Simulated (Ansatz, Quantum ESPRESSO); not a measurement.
# 1T-SrBrI, 1 layer in an electric field, part 2 of 6

How does 1T-SrBrI, 1 layer respond to a gate-like field without added charge?

Quantum ESPRESSO 7.5; plane-wave DFT, vdW-DF-cx, GBRV ultrasoft pseudopotentials made under PBE; geometry and cross-check by Ansatz 0.2.0 with PAW datasets.

So far: Set-up; Relaxation with Ansatz.

**3. Self-consistent run: no field**

The zero-field run is the reference. tefield and dipfield are on already, so that all runs share k-points and boundary.

Level of this step: plane-wave DFT, vdW-DF-cx, GBRV ultrasoft pseudopotentials made under PBE (Quantum ESPRESSO 7.5). input_dft overrides the functional of the files.

f0.in reads:

```
&control
  prefix = 'f0'
  outdir = './out'
  pseudo_dir = './pseudo'
  calculation = 'scf'
  tprnfor = .true.
  tefield = .true.
  dipfield = .true.
/
&system
  ibrav = 0
  nat = 3
  ntyp = 3
  ecutwfc = 40
  ecutrho = 200
  input_dft = 'vdw-df-cx'
  occupations = 'smearing'
  smearing = 'fd'
  degauss = 0.004
  edir = 3
  emaxpos = 0.97
  eopreg = 0.04
  eamp = 0.0
/
&electrons
  conv_thr = 1e-09
  mixing_beta = 0.4
  electron_maxstep = 120
  mixing_mode = 'plain'
/
ATOMIC_SPECIES
  I   126.9045  i_pbe_v1.uspp.F.UPF
  Sr  87.6200  sr_pbe_v1.uspp.F.UPF
  Br  79.9040  br_pbe_v1.4.uspp.F.UPF
CELL_PARAMETERS angstrom
  4.70785471547498 0.00000000000000 0.00000000000000
  -2.35392735773749 4.07712178092769 -0.00000000000000
  0.00000000000000 0.00000000000000 20.79047071930000
ATOMIC_POSITIONS crystal
  I   0.666666666667 0.333333333333 0.418771664607
  Sr  0.000000000000 -0.000000000000 0.508472997605
  Br  0.333333333333 0.666666666667 0.580392161288
K_POINTS automatic
  6 6 1 0 0 0
```

The run is started by

```sh
$ OMP_NUM_THREADS=1 mpirun -n 4 pw.x -nk 2 -in f0.in > f0.out
```

What it wrote:

```text
Program PWSCF v.7.5 starts
[citation notice left out]

     Parallel version (MPI & OpenMP), running on       4 processor cores
     Number of MPI processes:                 4
     Threads/MPI process:                     1

     MPI processes distributed on     1 nodes
[...]
Current dimensions of program PWSCF are:
     Max number of different atomic species (ntypx) = 10
     Max number of k-points (npk) =  40000
     Max angular momentum in pseudopotentials (lmaxx) =  4
     Presently no symmetry can be used with electric field

     IMPORTANT: XC functional enforced from input :
     Exchange-correlation= VDW-DF-CX
                           (   1   4  27   0   1   0   0)
     Any further DFT definition will be discarded
     Please, verify this is what you really want

     K-points division:     npool     =       2
     R & G space division:  proc/nbgrp/npool/nimage =       2
     Subspace diagonalization in iterative solution of the eigenvalue problem:
     a serial algorithm will be used

     Parallelization info
     --------------------
     sticks:   dense  smooth     PW     G-vecs:    dense   smooth      PW
     Min         536     429    132                64132    45927    7861
     Max         539     430    133                64139    45930    7862
     Sum        1075     859    265               128271    91857   15723

     Using Slab Decomposition

     bravais-lattice index     =            0
     lattice parameter (alat)  =       8.8966  a.u.
     unit-cell volume          =    2693.0081 (a.u.)^3
     number of atoms/cell      =            3
     number of atomic types    =            3
     number of electrons       =        24.00
     number of Kohn-Sham states=           16
     kinetic-energy cutoff     =      40.0000  Ry
     charge density cutoff     =     200.0000  Ry
     scf convergence threshold =      1.0E-09
     mixing beta               =       0.4000
     number of iterations used =            8  plain     mixing
     Exchange-correlation= VDW-DF-CX
                           (   1   4  27   0   1   0   0)

     celldm(1)=   8.896556  celldm(2)=   0.000000  celldm(3)=   0.000000
     celldm(4)=   0.000000  celldm(5)=   0.000000  celldm(6)=   0.000000

     crystal axes: (cart. coord. in units of alat)
               a(1) = (   1.000000   0.000000   0.000000 )
               a(2) = (  -0.500000   0.866025  -0.000000 )
               a(3) = (   0.000000   0.000000   4.416124 )

     reciprocal axes: (cart. coord. in units 2 pi/alat)
               b(1) = (  1.000000  0.577350 -0.000000 )
               b(2) = (  0.000000  1.154701  0.000000 )
               b(3) = ( -0.000000  0.000000  0.226443 )

     PseudoPot. # 1 for I  read from file:
     ./pseudo/i_pbe_v1.uspp.F.UPF
     Pseudo is Ultrasoft + core correction, Zval =  7.0
     Generated by new atomic code, or converted to UPF format
     Using radial grid of  893 points,  6 beta functions with:
                l(1) =   0
                l(2) =   0
                l(3) =   1
                l(4) =   1
                l(5) =   2
                l(6) =   2
     Q(r) pseudized with  8 coefficients,  rinner =    1.500   1.500   1.500
                                                       1.500   1.500

     PseudoPot. # 2 for Sr read from file:
     ./pseudo/sr_pbe_v1.uspp.F.UPF
     Pseudo is Ultrasoft + core correction, Zval = 10.0
     Generated by new atomic code, or converted to UPF format
     Using radial grid of  883 points,  6 beta functions with:
                l(1) =   0
                l(2) =   0
                l(3) =   1
                l(4) =   1
                l(5) =   2
                l(6) =   2
     Q(r) pseudized with  6 coefficients,  rinner =    1.400   1.400   1.400
                                                       1.400   1.400

     PseudoPot. # 3 for Br read from file:
     ./pseudo/br_pbe_v1.4.uspp.F.UPF
     Pseudo is Ultrasoft + core correction, Zval =  7.0
     Generated by new atomic code, or converted to UPF format
     Using radial grid of  879 points,  6 beta functions with:
                l(1) =   0
                l(2) =   0
                l(3) =   1
                l(4) =   1
                l(5) =   2
                l(6) =   2
     Q(r) pseudized with  8 coefficients,  rinner =    1.100   1.100   1.100
                                                       1.100   1.100

     atomic species   valence    mass     pseudopotential
     I                 7.00   126.90450     I ( 1.00)
     Sr               10.00    87.62000     Sr( 1.00)
     Br                7.00    79.90400     Br( 1.00)

     No symmetry found

   Cartesian axes

     site n.     atom                  positions (alat units)
         1        I      tau(   1) = (   0.5000000   0.2886751   1.8493476  )
         2        Sr     tau(   2) = (   0.0000000   0.0000000   2.2454799  )
         3        Br     tau(   3) = (  -0.0000000   0.5773503   2.5630838  )

     number of k points=    20  Fermi-Dirac smearing, width (Ry)=  0.0040
                       cart. coord. in units 2pi/alat
        k(    1) = (   0.0000000   0.0000000   0.0000000), wk =   0.0555556
        k(    2) = (   0.0000000   0.1924501   0.0000000), wk =   0.1111111
        k(    3) = (   0.0000000   0.3849002   0.0000000), wk =   0.1111111
        k(    4) = (   0.0000000  -0.5773503   0.0000000), wk =   0.0555556
        k(    5) = (   0.1666667   0.0962250   0.0000000), wk =   0.1111111
        k(    6) = (   0.1666667   0.2886751   0.0000000), wk =   0.1111111
        k(    7) = (   0.1666667   0.4811252   0.0000000), wk =   0.1111111
        k(    8) = (   0.1666667  -0.4811252   0.0000000), wk =   0.1111111
        k(    9) = (   0.1666667  -0.2886751   0.0000000), wk =   0.1111111
        k(   10) = (   0.1666667  -0.0962250   0.0000000), wk =   0.1111111
[...]
k(   20) = (  -0.5000000  -0.8660254   0.0000000), wk =   0.0555556

     Dense  grid:   128271 G-vectors     FFT dimensions: (  45,  45, 180)

     Smooth grid:    91857 G-vectors     FFT dimensions: (  36,  36, 160)

     Estimated max dynamical RAM per process >     158.55 MB

     Estimated total dynamical RAM >     602.89 MB

     Check: negative core charge=   -0.000002

     Initial potential from superposition of free atoms

     starting charge      23.9662, renormalised to      24.0000

     negative rho (up, down):  6.590E-02 0.000E+00

     %%%%%%%%%%%%%%%%%%%%%%%%%%%%%%%%%%%%%%%%%%%%%%%%%%%%%%%%%%%%%%%%%%%%%%%%
[...]
Dipole                0.0066 Ry au,          0.0167 Debye
        Dipole field          0.0000 Ry au,

        Potential amp.       -0.0023 Ry
        Total length         37.7168 bohr

     Starting wfcs are   21 randomized atomic wfcs

     total cpu time spent up to now is       34.5 secs

     per-process dynamical memory:    60.1 Mb

     Self-consistent Calculation

     iteration #  1     ecut=    40.00 Ry     beta= 0.40
     Davidson diagonalization with overlap
     ethr =  1.00E-02,  avg # of iterations =  3.1

     Threshold (ethr) on eigenvalues was too large:
     Diagonalizing with lowered threshold

     Davidson diagonalization with overlap
     ethr =  4.07E-04,  avg # of iterations =  2.8

     negative rho (up, down):  6.623E-02 0.000E+00

     Adding external electric field

     Computed dipole along edir(3) :
        Dipole                0.0660 Ry au,          0.1678 Debye
        Dipole field          0.0003 Ry au,

        Potential amp.       -0.0232 Ry
        Total length         37.7168 bohr

     total cpu time spent up to now is       43.2 secs

     total energy              =    -182.51963750 Ry
     estimated scf accuracy    <       0.09494791 Ry

     iteration #  2     ecut=    40.00 Ry     beta= 0.40
[...]
negative rho (up, down):  6.695E-02 0.000E+00

[...]
Dipole                0.0534 Ry au,          0.1358 Debye
[...]
total energy              =    -182.53057249 Ry
     estimated scf accuracy    <       0.01080192 Ry

     iteration #  3     ecut=    40.00 Ry     beta= 0.40
[...]
negative rho (up, down):  6.746E-02 0.000E+00

[...]
Dipole                0.0782 Ry au,          0.1988 Debye
[...]
total energy              =    -182.53296891 Ry
     estimated scf accuracy    <       0.00171015 Ry

     iteration #  4     ecut=    40.00 Ry     beta= 0.40
[...]
c_bands:  1 eigenvalues not converged
     c_bands:  1 eigenvalues not converged
[...]
negative rho (up, down):  6.786E-02 0.000E+00

[...]
Dipole                0.0613 Ry au,          0.1557 Debye
[...]
total energy              =    -182.53339663 Ry
     estimated scf accuracy    <       0.00044407 Ry

     iteration #  5     ecut=    40.00 Ry     beta= 0.40
[...]
negative rho (up, down):  6.790E-02 0.000E+00

[...]
Dipole                0.0688 Ry au,          0.1749 Debye
[...]
total energy              =    -182.53349917 Ry
     estimated scf accuracy    <       0.00003705 Ry

     iteration #  6     ecut=    40.00 Ry     beta= 0.40
[...]
negative rho (up, down):  6.786E-02 0.000E+00

[...]
Dipole                0.0695 Ry au,          0.1765 Debye
[...]
total energy              =    -182.53351517 Ry
     estimated scf accuracy    <       0.00000446 Ry

     iteration #  7     ecut=    40.00 Ry     beta= 0.40
[...]
negative rho (up, down):  6.783E-02 0.000E+00

[...]
Dipole                0.0679 Ry au,          0.1727 Debye
[...]
total energy              =    -182.53351784 Ry
     estimated scf accuracy    <       0.00000095 Ry

     iteration #  8     ecut=    40.00 Ry     beta= 0.40
[...]
negative rho (up, down):  6.782E-02 0.000E+00

[...]
Dipole                0.0686 Ry au,          0.1745 Debye
[...]
total energy              =    -182.53351840 Ry
     estimated scf accuracy    <       0.00000016 Ry

     iteration #  9     ecut=    40.00 Ry     beta= 0.40
[...]
negative rho (up, down):  6.782E-02 0.000E+00

[...]
Dipole                0.0685 Ry au,          0.1741 Debye
[...]
total energy              =    -182.53351846 Ry
     estimated scf accuracy    <          7.9E-09 Ry

     iteration # 10     ecut=    40.00 Ry     beta= 0.40
[...]
negative rho (up, down):  6.782E-02 0.000E+00

[...]
Dipole                0.0685 Ry au,          0.1742 Debye
[...]
End of self-consistent calculation

          k = 0.0000 0.0000 0.0000 ( 11485 PWs)   bands (ev):

   -37.8095 -19.9243 -19.8045 -19.8045 -17.2102 -14.6066  -5.8383  -5.4536
    -5.4536  -4.4564  -4.1221  -4.1221   0.3307   1.2699   1.2699   1.4092

          k = 0.0000 0.1925 0.0000 ( 11487 PWs)   bands (ev):

   -37.8087 -19.9134 -19.8412 -19.8093 -17.1832 -14.5803  -5.7849  -5.5771
    -5.4433  -4.5441  -4.3243  -4.2132   0.7486   1.0726   1.5638   1.6124

          k = 0.0000 0.3849 0.0000 ( 11504 PWs)   bands (ev):

   -37.8071 -19.9340 -19.8677 -19.8190 -17.1378 -14.5208  -5.9476  -5.5507
    -5.4295  -4.8990  -4.4136  -4.3719   0.6152   1.6983   1.9289   2.2068

          k = 0.0000-0.5774 0.0000 ( 11492 PWs)   bands (ev):

   -37.8063 -19.9663 -19.8568 -19.8238 -17.1191 -14.4877  -6.1005  -5.5116
    -5.4264  -4.9341  -4.5119  -4.4407   0.4888   2.0514   2.2900   2.5840

          k = 0.1667 0.0962 0.0000 ( 11487 PWs)   bands (ev):

   -37.8087 -19.9134 -19.8412 -19.8093 -17.1832 -14.5803  -5.7849  -5.5771
    -5.4433  -4.5441  -4.3243  -4.2132   0.7486   1.0726   1.5638   1.6124

          k = 0.1667 0.2887 0.0000 ( 11491 PWs)   bands (ev):

   -37.8075 -19.9130 -19.8719 -19.8225 -17.1474 -14.5369  -5.8402  -5.5827
    -5.4578  -4.8205  -4.4023  -4.3644   1.0232   1.3194   1.5225   1.9654

[...]
the Fermi energy is    -1.9514 ev

!    total energy              =    -182.53351856 Ry
     estimated scf accuracy    <          6.0E-10 Ry
     smearing contrib. (-TS)   =       0.00000000 Ry
     internal energy E=F+TS    =    -182.53351856 Ry

     The total energy is F=E-TS. E is the sum of the following terms:
     one-electron contribution =    -429.64349189 Ry
     hartree contribution      =     216.67921662 Ry
     xc contribution           =     -92.33510246 Ry
     ewald contribution        =     122.76583726 Ry
     electric field correction =       0.00002191 Ry

     convergence has been achieved in  10 iterations

     negative rho (up, down):  6.782E-02 0.000E+00

     Forces acting on atoms (cartesian axes, Ry/au):

     atom    1 type  1   force =    -0.00000008    0.00000012    0.00450035
     atom    2 type  2   force =     0.00000007   -0.00000016   -0.00055590
     atom    3 type  3   force =     0.00000001    0.00000005   -0.00394445

     Total force =     0.006010     Total SCF correction =     0.000034

[...]
=------------------------------------------------------------------------------=
   JOB DONE.
=------------------------------------------------------------------------------=
[...]
```

Run time: 95 s. Hardware: 4 MPI ranks of Arm Neoverse N1, shared host; peak memory 0.88 GiB; 6.2 min of CPU time.

Numbers from this step:

```
free energy                          : -2483.4950 eV
Fermi energy                         : -1.951 eV
dipole along the normal              : 0.03627 e·Å
valence top, on the run's zero       : -4.122 eV
conduction bottom, on the run's zero : 0.3307 eV
gap by band count                    : 4.453 eV
```

The program's own clock; routines nest. Time by routine:

```
   routine  wall time (s)  calls
     PWSCF          94.11      1
 electrons          57.71      1
  v_of_rho          40.49     11
  init_run          33.94      1
   potinit          31.45      1
   c_bands          31.04     11
vdW_kernel           30.5      1
   cegterg          28.52    110
     h_psi          24.33    632
      fftw          22.98  11886
  vloc_psi          21.43    632
  sum_band          11.53     11
      newd           6.12     11
       fft           4.09    753
```

The run needed 10 iterations to bring the estimated error under 1e-09 Ry; the largest force on any atom, held or free, is 0.12 eV/Å.

**4. Potential by pp.x**

The vacuum level is read from the electrostatic potential (plot_num = 11), averaged over planes.

f0.pot.in reads:

```
&inputpp
  prefix = 'f0'
  outdir = './out'
  filplot = 'f0.pot.dat'
  plot_num = 11
/
```

The run is started by

```sh
$ OMP_NUM_THREADS=1 mpirun -n 4 pp.x -in f0.pot.in > f0.pot.out
```

The job ended after 33 s (4 MPI ranks; peak memory 0.46 GiB).

Numbers from this step:

- slope of the potential above: -2.79e-6 eV/Å
- upper vacuum line continued to the top atoms, over the valence top: 6.790 eV
- slope of the potential below: -2.80e-5 eV/Å
- lower vacuum line continued to the bottom atoms, over the valence top: 7.131 eV
- vacuum level at the upper face over the valence top of the mesh: 6.790 eV
- vacuum level at the lower face over the valence top of the mesh: 7.131 eV

The vacuum is flat to 0.1 meV/Å, so its level is well defined. Inside the slab the curve depends on the local part of the pseudopotentials; only the vacuum level has a meaning of its own.

(Part 2 of 6 ends here.)

[Logs are printed without paths, hosts, clocks, repeated set-up lines and the standing remarks that a program may print on its own settings, such as how far it seeks lower states.]

[Hosts, paths, dates, database ids (printed as entryN), source tags and the programs' standing remarks are cut or masked in the printed files.]

[Maps of the electrostatic potential energy from Ansatz leave out the sawtooth potential of an applied field or a dipole correction, so their vacuum need not be flat; planar profiles and work functions include it.]
